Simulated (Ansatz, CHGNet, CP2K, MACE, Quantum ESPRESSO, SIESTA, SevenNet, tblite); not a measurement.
# Which run comes nearest? Mg2+ BF4- in dimethyl sulfoxide and 1,3-dioxolane at 400 K (73 atoms)

Density of this cell: 1.53 g/cm³. The cell holds 73 atoms: 11 C, 6 O, 30 H, 4 S, 4 B, 16 F and 2 Mg. Its edges and angles: a = 9.474 Å, b = 9.474 Å, c = 9.474 Å, α = 90.0°, β = 90.0°, γ = 90.0°. 4 dimethyl sulfoxide, 1 1,3-dioxolane, 2 Mg2+, 4 BF4- placed at random, at 1.53 g/cm³; overlaps pushed apart, then 10 ps at 550 K with stiff harmonic cages for PF6 and BF4 with UFF radii; divalent ions of Li, Roberts, Chakravorty and Merz (J. Chem. Theory Comput. 9, 2733 (2013)); MMFF94 bonds, angles, torsions, charges and radii (Halgren, J. Comput. Chem. 17, 490 (1996)) in harmonic and 12-6 forms; charges of ions scaled by 0.8. Snapshot after 30 ps at 400 K and fixed volume. Then every atom was moved at random, 0.03 Å r.m.s. a Cartesian component (hydrogen 0.6 of that).

Geometry: as built.

The reference, a calculation:

* method: Kohn-Sham DFT, PBE, PAW, plane waves (Ansatz 0.2.0); cutoff 420 eV, Γ point, fermi-dirac smearing of 0.05 eV; PAW set soft_2
* r.m.s. force component: 1.628 eV/Å
* longest force: 7.902 eV/Å
* pressure: 4.223 GPa
* gap (highest filled to lowest empty level): 4.207 eV
* SCF cycles: 10
* time: 3.1 s on 8 threads of Arm Neoverse V2, shared host
* CPU time: 20 s

**Question.** The same geometry is run in other programs. How far does each lie from the reference, and what does it cost?
- SevenNet 0 potential (SevenNet 0; 1 thread)
- CP2K GFN1-xTB, OT DIIS (CP2K 2026.2; 1 thread)
- SIESTA PBE, DZP, shift 0.01 Ry, mesh 500 Ry (SIESTA 5.4.2; 2 MPI ranks)
- CP2K PBE, SZV-MOLOPT-SR, 800/50 Ry, SIGN filter 1e-07, SCF 1e-07 (CP2K 2026.2; 1 thread)
- MACE MP-0b3 medium potential (MACE MP-0b3 medium; 1 thread)
- CP2K PBE, SZV-MOLOPT-SR, 800/50 Ry, SIGN filter 1e-04, SCF 1e-05 (CP2K 2026.2; 1 thread)
- tblite GFN1-xTB (tblite 0.8.0; 1 thread)
- CP2K PBE, SZV-MOLOPT-SR, 800/50 Ry, SIGN filter 1e-06, SCF 1e-06 (CP2K 2026.2; 1 thread)
- CP2K PBE, DZVP-MOLOPT-SR, 800/50 Ry, OT DIIS (CP2K 2026.2; 4 MPI ranks)
- QE PBE, sssp-1.3.0-efficiency, 60/480 Ry (Quantum ESPRESSO 7.5; 2 MPI ranks)

Differences are against the plane-wave reference, forces as r.m.s. over components; share is that over the reference's r.m.s. force, slope the least-squares factor from reference forces to these. Total energies of different programs have different zeros and aren't compared.

```csv
run,"Δ force, r.m.s. (meV/Å)",share (%),slope,Δ pressure (GPa),Δ gap (eV),cores,CPU time,memory (GiB)
reference,-,-,-,-,-,8,20 s,0.95
SevenNet 0 potential,221,13.6,0.946,-0.686,-,1,6.9 s,0.91
"CP2K GFN1-xTB, OT DIIS",278,17.1,0.927,-4.49,-,1,2.5 s,0.27
"SIESTA PBE, DZP, shift 0.01 Ry, mesh 500 Ry",377,23.2,1.097,0.866,-0.0644,2,2.2 min,1.3
"CP2K PBE, SZV-MOLOPT-SR, 800/50 Ry, SIGN filter 1e-07, SCF 1e-07 (coarse)",2560,157,1.728,12.8,-,1,58 s,1.5
MACE MP-0b3 medium potential,219,13.5,0.935,-0.446,-,1,7.1 s,1.1
"CP2K PBE, SZV-MOLOPT-SR, 800/50 Ry, SIGN filter 1e-04, SCF 1e-05 (coarse)",2563,157,1.727,12.9,-,1,39 s,1.5
tblite GFN1-xTB,276,17.0,0.924,-3.88,-,1,2 s,0.13
"CP2K PBE, SZV-MOLOPT-SR, 800/50 Ry, SIGN filter 1e-06, SCF 1e-06 (coarse)",2563,157,1.728,12.8,-,1,47 s,1.5
"CP2K PBE, DZVP-MOLOPT-SR, 800/50 Ry, OT DIIS",229,14.1,1.062,1.07,0.0524,4,5.4 min,2.7
"QE PBE, sssp-1.3.0-efficiency, 60/480 Ry",33.5,2.06,1.004,0.0901,0.008,2,3.2 min,2.1
```

Rows marked coarse were listed beforehand as settings not expected to be converged; some can still land near the reference.

Times of the machine-learned potentials are mostly Python's start and the loading of weights.

CPU time is summed over cores on a shared host, where runs went side by side, so it is rough. Symmetry, cutoffs, thresholds, outputs and thread counts weren't matched or tuned between programs; memory under MPI is the largest rank's times the ranks.

PBE on plane waves or a grid with other potentials, cutoffs or grids, coarse settings apart, differs from the reference by 2.1 % (QE PBE, sssp-1.3.0-efficiency, 60/480 Ry) of the r.m.s. force; this holds the reference's own error, so differences of a few per cent don't tell which side is nearer the exact PBE result (QE's 60 Ry are 816 eV, against the reference's 420 eV). The PBE runs in local orbitals, coarse settings apart, differ by 14 % (CP2K PBE, DZVP-MOLOPT-SR, 800/50 Ry, OT DIIS) to 23 % (SIESTA PBE, DZP, shift 0.01 Ry, mesh 500 Ry); basis, grid and potentials can all enter. Tight binding differs by 17 % in each run; it is another model, with fitted parameters of its own, and the xTB methods hold dispersion. Machine-learned potentials differ by 13 % (MACE MP-0b3 medium potential) to 14 % (SevenNet 0 potential); they were trained on other programs' data. Periodic xTB results under one method name differ between programs and library versions. Machine-learned potentials mimic data converged in k, so the reference's own k-point error enters their differences. The network of contacts between molecules at the start is that of the classical potential that made the cell, and needn't be the one that DFT or experiment would give. The electronic-structure runs sample only Γ, in a cell whose shortest periodic width is 9 Å.

[Logs are printed without paths, hosts, clocks, repeated set-up lines and the standing remarks that a program may print on its own settings, such as how far it seeks lower states.]

[Hosts, paths, dates, database ids (printed as entryN), source tags and the programs' standing remarks are cut or masked in the printed files.]

[The MMFF94 radii named for the starting cell were scaled by 0.96; in molecules described by MMFF94, hydrogen bound to N, O or S took a small fixed 12-6 site in their place.]
